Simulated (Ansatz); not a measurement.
# Ba(110) slab, 5 layers: phonons and vibrational spectra

Task: relax Ba(110) slab, 5 layers, then find its harmonic phonons.

Main program and level: Ansatz 0.2.0; DFT LDA, scalar-relativistic, plane waves, PAW; PAW set soft_1.

**1. The starting structure**

The cell holds 5 atoms: 5 Ba. Cell: a = 4.347 Å, b = 4.347 Å, c = 27.199 Å, α = 90.0°, β = 90.0°, γ = 70.5°. It derives from Ba. Vacuum lies along c.

**2. Bringing the structure to rest**

The cell and atoms are relaxed, since residual forces and stress would shift the frequencies.

The program solves this slab on a cell height of its own, 52.2 Å, in place of the one typed.

Contents of input.yaml:

```yaml
crystal:
  lattice:
    - [2.51, 3.54968, 0.0]
    - [-2.51, 3.54968, 0.0]
    - [0.0, 0.0, 27.1987]
  atoms:
    - { symbol: Ba, position: [0.0, 0.0, 0.238982] }
    - { symbol: Ba, position: [0.5, 0.5, 0.369491] }
    - { symbol: Ba, position: [0.0, 0.0, 0.5] }
    - { symbol: Ba, position: [0.5, 0.5, 0.630509] }
    - { symbol: Ba, position: [0.0, 0.0, 0.761018] }
  periodic: [true, true, false]
kpoints:
  mp_grid: { grid: [10, 10, 1] }
hamiltonian:
  xc: lda
  pseudopotentials: { kind: paw, azcp: { folder: soft_1 }, xc_functional: pbe }
scf:
  occupations: { method: gaussian, width: 0.1 }
output:
  forces: true
  stress: true
  eigenvalues: true
  write_density: true
  write_potential: true
  elf: true
  volumetric_format: npy
relax:
  adjacent_minimum: "off"
  f_tol: 0.005
  max_steps: 80
  cell: { stress_2d_tol: 0.02 }
```

On the command line:

```sh
$ ansatz run input.yaml --threads 4 --pin off --max-ram 16384MiB --backend cpu --events-out ev --progress --plain --runs-dir out
```

Numbers of over 12 decimals in the logs are rounded to 6 here.

The log of the run:

```text
Warning: crystal.periodic: the lattice vector that does not repeat stood 0.000° off the slab's normal, 27.199 Å along it as the deck builds it. The run solves the slab on a vector along the normal, 52.197 Å long, with every atom where it was (on the deck's vector they left 13.00 Å outside them, and the widest stretch free of ions among them is 3.55 Å). A fractional position that the run reports is one of the run's ce [...]
crystal.periodic: the lattice vector that does not repeat stood 0.000° off the slab's normal, 27.199 Å along it as the deck builds it. The run solves the slab on a vector along the normal, 52.197 Å long, with every atom where it was (on the deck's vector they left 13.00 Å outside them, and the widest stretch free of ions among them is 3.55 Å). A fractional position that the run reports is one of the run's cell, which [...]
Engine: ansatz 0.2.0, aarch64-unknown-linux-gnu
Pseudopotentials: kind: paw
Pseudopotential: Ba, paw, valence charge 10, recommended cutoff 420 eV (normal), soft_1/Ba.paw.azcp
Functional definition: SPW92
  exchange = slater_x
  correlation = pw_c
Crystal: 5 atoms, lattice volume = 930.126 Å³
Basis set: ecut = 420 eV, 18221 PW (Γ)
Bands: 30, of which v1, the nominal top of the filled ones, is band 25 counted from 1 (24 counted from 0)
Symmetry: 8 space group operations
Space group: Cmmm (ITA 65), of the structure as read, at distance tolerance 9.8e-5 Å
k-points: 31 of 100
Non-local potential: Ba, projectors of the file, l = 0: 3, l = 1: 2, l = 2: 2, l = 3: 2
PAW form: soft (Blöchl's): semilocal exchange-correlation on the pseudo side does not see the compensation charge
PAW frozen core: Ba, regenerated for the run's functional, and the local potential with it (the file was generated under x = pbe(κ = 0.804, μ = 0.219515), c = pbe(β = 0.066725))
PAW one-centre angular grid: Ba, 194 points (default); XC on 64 Gauss nodes
Initial density: superposition of atomic densities (neutral atoms: chi_scale 0, normalization atom)
Initial wavefunctions: pseudopotential atomic-orbital guess
Functional: x = slater, c = lda
SCF iter   1: F=—  HF=-28898.414576 eV  |F-HF|=—  |Δ(HF+E_count)|=         —  Δρ=4.81e-3  dr2=1.16e1  ethr=3.10e-3  ⟨swp⟩=19.6  Hψ=8987  notcnv=0
preconditioner: auto → LDOS  [metal: Δε(μ)=0.021 eV  Ē_g=1.331 eV  σ=0.100 eV  W_gap=0.12  n_scr=70 (ndim 8)  ℏωp=3.9 eV  f_vac=0.604  D(μ)=5.45/eV (n_scr^D=16)  β→1.0]
SCF iter   2: F=—  HF=-28898.538722 eV  |F-HF|=—  |Δ(HF+E_count)|=   1.24e-1  Δρ=7.91e-3  dr2=4.57e1  ethr=3.10e-3  ⟨swp⟩=6.0  Hψ=2827  notcnv=0  defer=6  recentre
SCF iter   3: F=—  HF=-28897.714912 eV  |F-HF|=—  |Δ(HF+E_count)|=   8.24e-1  Δρ=2.46e-3  dr2=3.12e0  ethr=3.10e-3  ⟨swp⟩=4.8  Hψ=2553  notcnv=0
SCF iter   4: F=—  HF=-28897.489037 eV  |F-HF|=—  |Δ(HF+E_count)|=   2.26e-1  Δρ=5.87e-4  dr2=7.29e-2  ethr=3.10e-3  ⟨swp⟩=3.5  Hψ=1718  notcnv=0  defer=2
SCF iter   5: F=—  HF=-28897.494038 eV  |F-HF|=—  |Δ(HF+E_count)|=   5.00e-3  Δρ=5.57e-4  dr2=1.67e-1  ethr=1.46e-4  ⟨swp⟩=2.7  Hψ=1535  notcnv=0  defer=5
SCF iter   6: F=—  HF=-28897.487013 eV  |F-HF|=—  |Δ(HF+E_count)|=   7.02e-3  Δρ=2.23e-4  dr2=2.19e-2  ethr=1.46e-4  ⟨swp⟩=2.0  Hψ=1107  notcnv=0  defer=5
SCF iter   7: F=—  HF=-28897.486214 eV  |F-HF|=—  |Δ(HF+E_count)|=   8.00e-4  Δρ=9.58e-5  dr2=3.65e-3  ethr=4.37e-5  ⟨swp⟩=1.4  Hψ=1059  notcnv=0  defer=5
SCF iter   8: F=—  HF=-28897.486092 eV  |F-HF|=—  |Δ(HF+E_count)|=   1.21e-4  Δρ=3.04e-5  dr2=1.02e-4  ethr=7.31e-6  ⟨swp⟩=2.0  Hψ=1083  notcnv=0  defer=5
SCF iter   9: F=—  HF=-28897.486101 eV  |F-HF|=—  |Δ(HF+E_count)|=   8.67e-6  Δρ=8.65e-6  dr2=1.28e-5  ethr=2.03e-7  ⟨swp⟩=2.6  Hψ=1433  notcnv=0  defer=5
SCF iter  10: F=—  HF=-28897.486040 eV  |F-HF|=—  |Δ(HF+E_count)|=   6.13e-5  Δρ=2.85e-6  dr2=2.29e-6  ethr=2.56e-8  ⟨swp⟩=2.2  Hψ=1232  notcnv=0  defer=5
iter 11 did not close the SCF: its close was put off until two iterations running show no level that it waits for move by more than its bar (scf_convergence_deferred on its scf_iter line)
SCF iter  11: F=-28897.486040 eV  HF=-28897.486040 eV  |F-HF|=8.32e-9  |Δ(HF+E_count)|=   4.15e-8  Δρ=1.04e-6  dr2=2.38e-8  ethr=2.00e-10  ⟨swp⟩=24.9  Hψ=11465  notcnv=0
iter 12 did not close the SCF: its close was put off until two iterations running show no level that it waits for move by more than its bar (scf_convergence_deferred on its scf_iter line)
SCF iter  12: F=-28897.486040 eV  HF=-28897.486040 eV  |F-HF|=6.40e-9  |Δ(HF+E_count)|=   1.10e-9  Δρ=3.58e-7  dr2=8.43e-9  ethr=4.77e-11  ⟨swp⟩=10.5  Hψ=7064  notcnv=0
SCF iter  13: F=-28897.486040 eV  HF=-28897.486040 eV  |F-HF|=1.16e-10  |Δ(HF+E_count)|=  2.55e-10  Δρ=1.31e-7  dr2=2.94e-10  ethr=1.69e-11  ⟨swp⟩=9.8  Hψ=6906  notcnv=0
SCF 1 converged in 13 iterations: F = -28897.486040 eV  dr2 = 2.94e-10
  greatest PAW one-centre occupation: 0.961 electrons in one spin orbital (limit 2), on the Ba atom at site 4 (counted from 0), in its partial waves of l = 0
relax step   1: F+E_penalty+E_count = -28897.48603983 eV  Δ(F+E_penalty+E_count) = +0.000e0 eV  max|allowed force component| = 2.043e-1 eV/Å  Δτ_max = 0.0000 Å  P = -2.413 N/m  Ω = 930.126 Å³  fix = [c, alpha, beta]  reactions: c +0.000 N/m  (13 SCF iters, dr2 threshold 1.00e-7 eV, accepted)
Crystal: 5 atoms, lattice volume = 910.715 Å³
Basis set: ecut = 420 eV, 17817 PW (Γ)
Initial density: handed on by an earlier stage of this run
Initial wavefunctions: those handed on with the density
iter 1 solved again at ethr=1.36e-3 eV; its pass at ethr=3.10e-3 eV (dr2=6.79e-1 eV) is discarded
SCF iter   1: F=—  HF=-28897.612615 eV  |F-HF|=—  |Δ(HF+E_count)|=         —  Δρ=1.31e-3  dr2=5.96e-1  ethr=1.36e-3  ⟨swp⟩=2.0  Hψ=6444  notcnv=0
preconditioner: auto → LDOS  [metal: Δε(μ)=0.026 eV  Ē_g=1.287 eV  σ=0.100 eV  W_gap=0.15  n_scr=70 (ndim 8)  ℏωp=3.9 eV  f_vac=0.625  D(μ)=5.02/eV (n_scr^D=16)  β→1.0]
SCF iter   2: F=—  HF=-28897.596261 eV  |F-HF|=—  |Δ(HF+E_count)|=   1.64e-2  Δρ=8.81e-4  dr2=3.03e-1  ethr=1.19e-3  ⟨swp⟩=2.7  Hψ=1265  notcnv=0
SCF iter   3: F=—  HF=-28897.585234 eV  |F-HF|=—  |Δ(HF+E_count)|=   1.10e-2  Δρ=1.68e-4  dr2=5.10e-3  ethr=6.07e-4  ⟨swp⟩=2.0  Hψ=1374  notcnv=0
SCF iter   4: F=—  HF=-28897.584200 eV  |F-HF|=—  |Δ(HF+E_count)|=   1.03e-3  Δρ=4.80e-5  dr2=8.58e-5  ethr=1.02e-5  ⟨swp⟩=2.1  Hψ=1438  notcnv=0
SCF iter   5: F=—  HF=-28897.584185 eV  |F-HF|=—  |Δ(HF+E_count)|=   1.45e-5  Δρ=3.08e-5  dr2=5.42e-5  ethr=1.72e-7  ⟨swp⟩=3.2  Hψ=1969  notcnv=0
SCF iter   6: F=—  HF=-28897.584178 eV  |F-HF|=—  |Δ(HF+E_count)|=   6.70e-6  Δρ=7.28e-6  dr2=6.76e-6  ethr=1.08e-7  ⟨swp⟩=2.1  Hψ=1488  notcnv=0
[...]
SCF iter   7: F=—  HF=-28897.696414 eV  |F-HF|=—  |Δ(HF+E_count)|=   5.14e-7  Δρ=3.02e-6  dr2=1.36e-6  ethr=1.98e-8  ⟨swp⟩=2.0  Hψ=1274  notcnv=0
SCF iter   8: F=-28897.696414 eV  HF=-28897.696414 eV  |F-HF|=5.78e-9  |Δ(HF+E_count)|=   1.03e-7  Δρ=4.82e-7  dr2=1.23e-8  ethr=1.00e-9  ⟨swp⟩=22.1  Hψ=10573  notcnv=0
SCF 3 converged in 8 iterations: F = -28897.696414 eV  dr2 = 1.23e-8
relax step   3: F+E_penalty+E_count = -28897.69641434 eV  Δ(F+E_penalty+E_count) = -1.122e-1 eV  max|allowed force component| = 6.319e-2 eV/Å  Δτ_max = 0.1930 Å  P = -0.940 N/m  Ω = 864.984 Å³  energy of the carried Pulay correction = +5.496e-4 eV  fix = [c, alpha, beta]  reactions: c +0.000 N/m  (8 SCF iters, dr2 threshold 5.00e-7 eV, accepted)
[...]
relax step   4: F+E_penalty+E_count = -28897.70549759 eV  Δ(F+E_penalty+E_count) = -9.083e-3 eV  max|allowed force component| = 1.584e-1 eV/Å  Δτ_max = 0.1948 Å  P = +0.282 N/m  Ω = 821.094 Å³  energy of the carried Pulay correction = +9.431e-4 eV  fix = [c, alpha, beta]  reactions: c +0.000 N/m  (9 SCF iters, dr2 threshold 4.95e-7 eV, accepted)
[...]
relax step   5: F+E_penalty+E_count = -28897.72293652 eV  Δ(F+E_penalty+E_count) = -1.744e-2 eV  max|allowed force component| = 2.938e-2 eV/Å  Δτ_max = 0.1384 Å  P = +0.075 N/m  Ω = 826.033 Å³  energy of the carried Pulay correction = +8.978e-4 eV  fix = [c, alpha, beta]  reactions: c +0.000 N/m  (9 SCF iters, dr2 threshold 5.00e-7 eV, accepted)
[...]
relax step   6: F+E_penalty+E_count = -28897.72569990 eV  Δ(F+E_penalty+E_count) = -2.763e-3 eV  max|allowed force component| = 1.896e-2 eV/Å  Δτ_max = 0.0397 Å  P = +0.100 N/m  Ω = 821.752 Å³  energy of the carried Pulay correction = +9.371e-4 eV  fix = [c, alpha, beta]  reactions: c +0.000 N/m  (7 SCF iters, dr2 threshold 5.39e-8 eV, accepted)
[...]
relax step   7: F+E_penalty+E_count = -28897.72638478 eV  Δ(F+E_penalty+E_count) = -6.849e-4 eV  max|allowed force component| = 5.540e-4 eV/Å  Δτ_max = 0.0189 Å  P = +0.019 N/m  Ω = 823.336 Å³  energy of the carried Pulay correction = +9.225e-4 eV  fix = [c, alpha, beta]  reactions: c +0.000 N/m  (9 SCF iters, dr2 threshold 2.25e-8 eV, accepted)
[...]
relax step   8: F+E_penalty+E_count = -28897.72643040 eV  Δ(F+E_penalty+E_count) = -4.561e-5 eV  max|allowed force component| = 8.844e-4 eV/Å  Δτ_max = 0.0062 Å  P = +0.007 N/m  Ω = 823.181 Å³  energy of the carried Pulay correction = +9.239e-4 eV  fix = [c, alpha, beta]  reactions: c +0.000 N/m  (11 SCF iters, accepted)
Initial wavefunctions: pseudopotential atomic-orbital guess (no wavefunctions were taken with the density)
iter 1 solved again at ethr=2.65e-7 eV; its pass at ethr=3.10e-3 eV (dr2=1.33e-4 eV) is discarded
SCF iter   1: F=—  HF=-28897.725096 eV  |F-HF|=—  |Δ(HF+E_count)|=         —  Δρ=2.43e-5  dr2=4.68e-7  ethr=2.65e-7  ⟨swp⟩=9.4  Hψ=13605  notcnv=0
preconditioner: auto → LDOS  [metal: Δε(μ)=0.031 eV  Ē_g=1.268 eV  σ=0.100 eV  W_gap=0.17  n_scr=56 (ndim 8)  ℏωp=4.1 eV  f_vac=0.631  D(μ)=5.07/eV (n_scr^D=16)  β→1.0]
SCF iter   2: F=—  HF=-28897.725230 eV  |F-HF|=—  |Δ(HF+E_count)|=   1.35e-4  Δρ=1.04e-6  dr2=7.62e-9  ethr=9.35e-10  ⟨swp⟩=4.1  Hψ=2490  notcnv=0
SCF iter   3: F=—  HF=-28897.725230 eV  |F-HF|=—  |Δ(HF+E_count)|=   1.11e-8  Δρ=3.79e-7  dr2=2.57e-9  ethr=1.52e-11  ⟨swp⟩=3.4  Hψ=2257  notcnv=0
SCF iter   4: F=—  HF=-28897.725230 eV  |F-HF|=—  |Δ(HF+E_count)|=  3.09e-10  Δρ=1.14e-7  dr2=1.22e-10  ethr=5.15e-12  ⟨swp⟩=2.2  Hψ=1625  notcnv=0
SCF iter   5: F=—  HF=-28897.725230 eV  |F-HF|=—  |Δ(HF+E_count)|=  4.00e-11  Δρ=2.72e-8  dr2=8.70e-12  ethr=1.00e-12  ⟨swp⟩=2.2  Hψ=1407  notcnv=0
SCF iter   6: F=-28897.725230 eV  HF=-28897.725230 eV  |F-HF|=2.18e-11  |Δ(HF+E_count)|=  1.82e-11  Δρ=5.14e-9  dr2=1.18e-12  ethr=1.00e-12  ⟨swp⟩=10.7  Hψ=6023  notcnv=0
SCF 9 converged in 6 iterations: F = -28897.725230 eV  dr2 = 1.18e-12
relax step   9: F+E_penalty+E_count = -28897.72523043 eV  Δ(F+E_penalty+E_count) = +1.200e-3 eV  max|allowed force component| = 8.226e-4 eV/Å  Δτ_max = 0.0000 Å  P = +0.010 N/m  Ω = 823.181 Å³  fix = [c, alpha, beta]  reactions: c +0.000 N/m  stress off target by 1.50e-2 N/m on what of the cell is left free  SCF on the basis re-selected at this cell (its energy is not comparable with the rows above)  (6 SCF iters)
basis re-selected at this cell: Δ(F+E_penalty+E_count) = +1.200e-3 eV, ΔP = +0.003 N/m vs the last step (what re-selecting the basis moved, of the pressure what is left beyond the Pulay correction that the steps carried, after the strain that the cell walked since its last selection, with what the two solves' SCF thresholds leave and, on support functions, any second-order correction that the steps lacked; it is no m [...]
WARN: The output density's exchange-correlation potential varies sharply where the density is thin. Do not read a vacuum level from v_tot or v_xc, or from such a field of the output density. On a cell that repeats whose density bears no net charge and no dipole along the vacuum's axis use v_es (v_loc + v_h of the components); under efield.dipole_correction with no amplitude use v_es + v_field, which holds any externa [...]
SCF converged after 6 iterations
Free energy (F): -28897.725230 eV
Harris-Foulkes:  -28897.725230 eV  (|F-HF|=2.18e-11)
Internal energy: -28897.699902 eV  (E = F + TS)
E sigma→0 (E₀):  -28897.712566 eV
Entropy (-TS):   -0.025328 eV (-5.066 meV/atom)
Fermi energy:    -2.601416 eV
--- Per-component energies (eV) ---
  E_band       = -841.350748
  E_kinetic    = 789.826186
  E_local      = -109201.619344  (includes V_loc(G=0)·N_el)
  E_nonlocal   = 482.391365
  E_hartree    = 53971.321710
  E_xc         = -974.248044
  E_vxc        = -632.056251  (∫ρ·V_xc dr)
  E_paw        = -25137.983726  (= ΣΔE_a)
  E_vpaw       = -222.536391  (= ΣTr[D̂ρ^β])
  E_aug_tail   = -0.000018  (compensation charges beyond the density's cutoff)
  E_ewald      = 51171.199369
  E_core_change = 1.412599  (= ΣΔE_core)
  E_smearing   = -0.025328  (= −TS)
  E_closure    = 0.000000  (closes the sum)
  Σ components = -28897.725230   (vs F -28897.725230, Δ=0.00e0)
--- Forces (eV/Å), atoms counted from 1 ---
  atom   1  Ba     0.00000000     0.00000000     0.00082262
  atom   2  Ba     0.00000000     0.00000000    -0.00036524
  atom   3  Ba     0.00000000    -0.00000000     0.00000000
  atom   4  Ba     0.00000000    -0.00000000     0.00036524
  atom   5  Ba     0.00000000     0.00000000    -0.00082262
  max |Σ_I F_I| component: 1.08e-19 eV/Å
--- 2D stress c σ (N/m, compression-positive) ---
        0.004709       0.000000       0.000000
        0.000000       0.014959       0.000000
        0.000000       0.000000       0.000000
  P = ½ c Tr σ = 0.0098 N/m
--- Band table (eV; the first three rows and the last of 31) ---
  k-point 0: bands = [... 21 lower, -4.9595, -4.4528, -3.9533, -3.6894, -2.2291, -2.2012, -1.7597 (-1.7597°), -1.6647, ... 1 higher]
  k-point 1: bands = [... 21 lower, -4.7940, -4.2940, -3.7866, -3.5102, -2.1991, -2.1625, -1.7809, -1.7031, ... 1 higher]
  k-point 2: bands = [... 21 lower, -4.3632, -3.9082, -3.4006, -3.0643, -2.1623, -2.1461, -1.8836, -1.8666, ... 1 higher]
  k-point 30: bands = [... 21 lower, -3.3163, -3.2914, -3.2891, -3.1034, -3.0284, -2.9965, -2.4395, -1.6933, ... 1 higher]
  ° read free of the cell's end (the report's vacuum.weakly_bound_levels)
--- Relaxed structure (8 steps of the walk, 8 accepted, 1 SCFs on fresh bases) ---
  F+E_penalty+E_count = -28897.72523043 eV   max|allowed force component| = 8.226e-4 eV/Å   (the final SCF, on the basis selected at the relaxed cell)
  cell:  # Å, volume = 823.1811 Å³
    - [2.308233, 3.416150, 0.0]
    - [-2.308233, 3.416150, 0.0]
    - [0.0, 0.0, 52.197401]
  atoms:
    - { symbol: Ba, position: [0, 0, 0.131073] }
    - { symbol: Ba, position: [0.5, 0.5, 0.195191] }
    - { symbol: Ba, position: [0, 0, 0.260537] }
    - { symbol: Ba, position: [0.5, 0.5, 0.325883] }
    - { symbol: Ba, position: [0, 0, 0.390000] }
```

Wall time 3 min (4 threads of Arm Neoverse V2, shared host); peak memory 1.6 GiB; 12 min of CPU time.

Step by step:

```
step  energy less that of the first step (eV)  largest force component (eV/Å)  volume (Å³)
   1                                   0.0000                          0.2043       930.13
   2                                  -0.0981                          0.1454       910.72
   3                                  -0.2104                          0.0632       864.98
   4                                  -0.2195                          0.1584       821.09
   5                                  -0.2369                          0.0294       826.03
   6                                  -0.2397                          0.0190       821.75
   7                                  -0.2403                          0.0006       823.34
   8                                  -0.2404                          0.0009       823.18
  9*                                  -0.2392                          0.0008       823.18
```

Relaxation steps marked * repeat the geometry before them on a plane-wave basis chosen anew for their cell, so energy and pressure can jump there.

Forces are held to the 8 operations that the run works with; a distortion that breaks them can't arise in this run.

```
cell as run  before  after  change
      a (Å)   4.347  4.123  -5.2 %
      b (Å)   4.347  4.123  -5.2 %
      γ (°)   70.53  68.09  -3.5 %
```

The atoms that moved most (Å, along periodic axes as changes of fractional coordinates times the final cell, across vacuum about the mean position):

```
atom     dx     dy      dz  length
 Ba5  0.000  0.000  -0.342   0.342
 Ba1  0.000  0.000   0.342   0.342
 Ba2  0.000  0.000   0.139   0.139
 Ba4  0.000  0.000  -0.139   0.139
```

The relaxed structure:

```cif
data_structure
_symmetry_space_group_name_H-M 'P 1'
_symmetry_Int_Tables_number 1
_cell_length_a 4.1229
_cell_length_b 4.1229
_cell_length_c 52.1974
_cell_angle_alpha 90.000
_cell_angle_beta 90.000
_cell_angle_gamma 68.092
_cell_volume 823.18
loop_
_atom_site_label
_atom_site_type_symbol
_atom_site_fract_x
_atom_site_fract_y
_atom_site_fract_z
_atom_site_occupancy
Ba1 Ba 0.00000 0.00000 0.13107 1
Ba2 Ba 0.50000 0.50000 0.19519 1
Ba3 Ba 0.00000 0.00000 0.26054 1
Ba4 Ba 0.50000 0.50000 0.32588 1
Ba5 Ba 0.00000 0.00000 0.39000 1
```

Numbers from this step:

- gap on the k-mesh: 0 eV
- area per atom: 3.154 Å²

ELF in the ac plane at fractional y = 0.000, with atoms of Ba within 0.2 Å of it. It is the smooth field of the valence electrons, not physical close to the nuclei.

Ten even steps from '_' (0.00) to '@' (0.78), each cell a mean:
```
____________________________
____________________________
____________________________
____________________________
____________________________
____________________________
____________________________
____________________________
____________________________
____________________________
____________________________
____________________________
____________________________
....____....::::::....__....
++##@@@@==::..::..::**@@@@**
====----::--====----::----==
------::::::::::::::::::----
++**%%%%==::::::..::**%%%%++
++++==--::--------::----==++
==----::::::::::::::::----==
==++####==::::--::::++####==
======--::..::::::..::--====
____________________________
____________________________
```
Columns run along a (4.1 Å), rows up along c (52.2 Å). Atoms in or near the plane, at fractional coordinates: Ba at (0.00, 0.13), Ba at (0.00, 0.26), Ba at (0.00, 0.39).

Electrostatic potential energy in the ac plane at fractional y = 0.000, with atoms of Ba within 0.2 Å of it. With pseudopotentials it is smooth inside the atoms' cores, unlike the true potential.

Values in eV, 24 rows by 14 columns, each cell a mean:
```
  0   0   0   0   0   0   0   0   0   0   0   0   0   0
  0   0   0   0   0   0   0   0   0   0   0   0   0   0
  0   0   0   0   0   0   0   0   0   0   0   0   0   0
  0   0   0   0   0   0   0   0   0   0   0   0   0   0
  0   0   0   0   0   0   0   0   0   0   0   0   0   0
  0   0   0   0   0   0   0   0   0   0   0   0   0   0
  0   0   0   0   0   0   0   0   0   0   0   0   0   0
  0   0   0   0   0   0   0   0   0   0   0   0   0   0
  0   0   0   0   0   0   0   0   0   0   0   0   0   0
  0   0   0   0   0   0   0   0   0   0   0   0   0   0
  0   0   0   0   0   0   0   0   0   0   0   0   0   0
  0   0   0   0   0   0   0   0   0   0   0   0   0   0
  0   0   0   0   0   0   0   0   0   0   0   0   0   0
 -2  -2  -2  -1  -1  -1   0   0   0  -1  -1  -1  -2  -2
-35 -34 -29 -19  -8  -4  -2  -2  -3  -5 -12 -23 -32 -34
 -5  -5  -3  -2  -1  -1  -1  -1  -1  -1  -2  -3  -4  -5
 -1  -1  -1  -1  -1  -1  -1  -1  -1  -1  -1  -1  -1  -1
-32 -31 -27 -18  -7  -4  -2  -1  -2  -4 -10 -21 -29 -31
 -9  -8  -6  -4  -2  -1  -1  -1  -1  -1  -2  -4  -7  -9
 -1  -1  -1  -1  -1  -1  -1  -1  -1  -1  -1  -1  -1  -1
-28 -27 -24 -16  -7  -3  -2  -1  -2  -4 -10 -19 -26 -27
-14 -13 -10  -6  -3  -2  -1  -1  -1  -2  -4  -7 -12 -13
  0   0   0   0   0   0   0   0   0   0   0   0   0   0
  0   0   0   0   0   0   0   0   0   0   0   0   0   0
```
Columns run along a (4.1 Å; values clipped at the 3rd and 97th percentile), rows up along c (52.2 Å). Atoms in or near the plane, at fractional coordinates: Ba at (0.00, 0.13), Ba at (0.00, 0.26), Ba at (0.00, 0.39).

(Part 1 of 2 ends here.)

[Logs are printed without paths, hosts, clocks, repeated set-up lines and the standing remarks that a program may print on its own settings, such as how far it seeks lower states.]

[Hosts, paths, dates, database ids (printed as entryN), source tags and the programs' standing remarks are cut or masked in the printed files.]
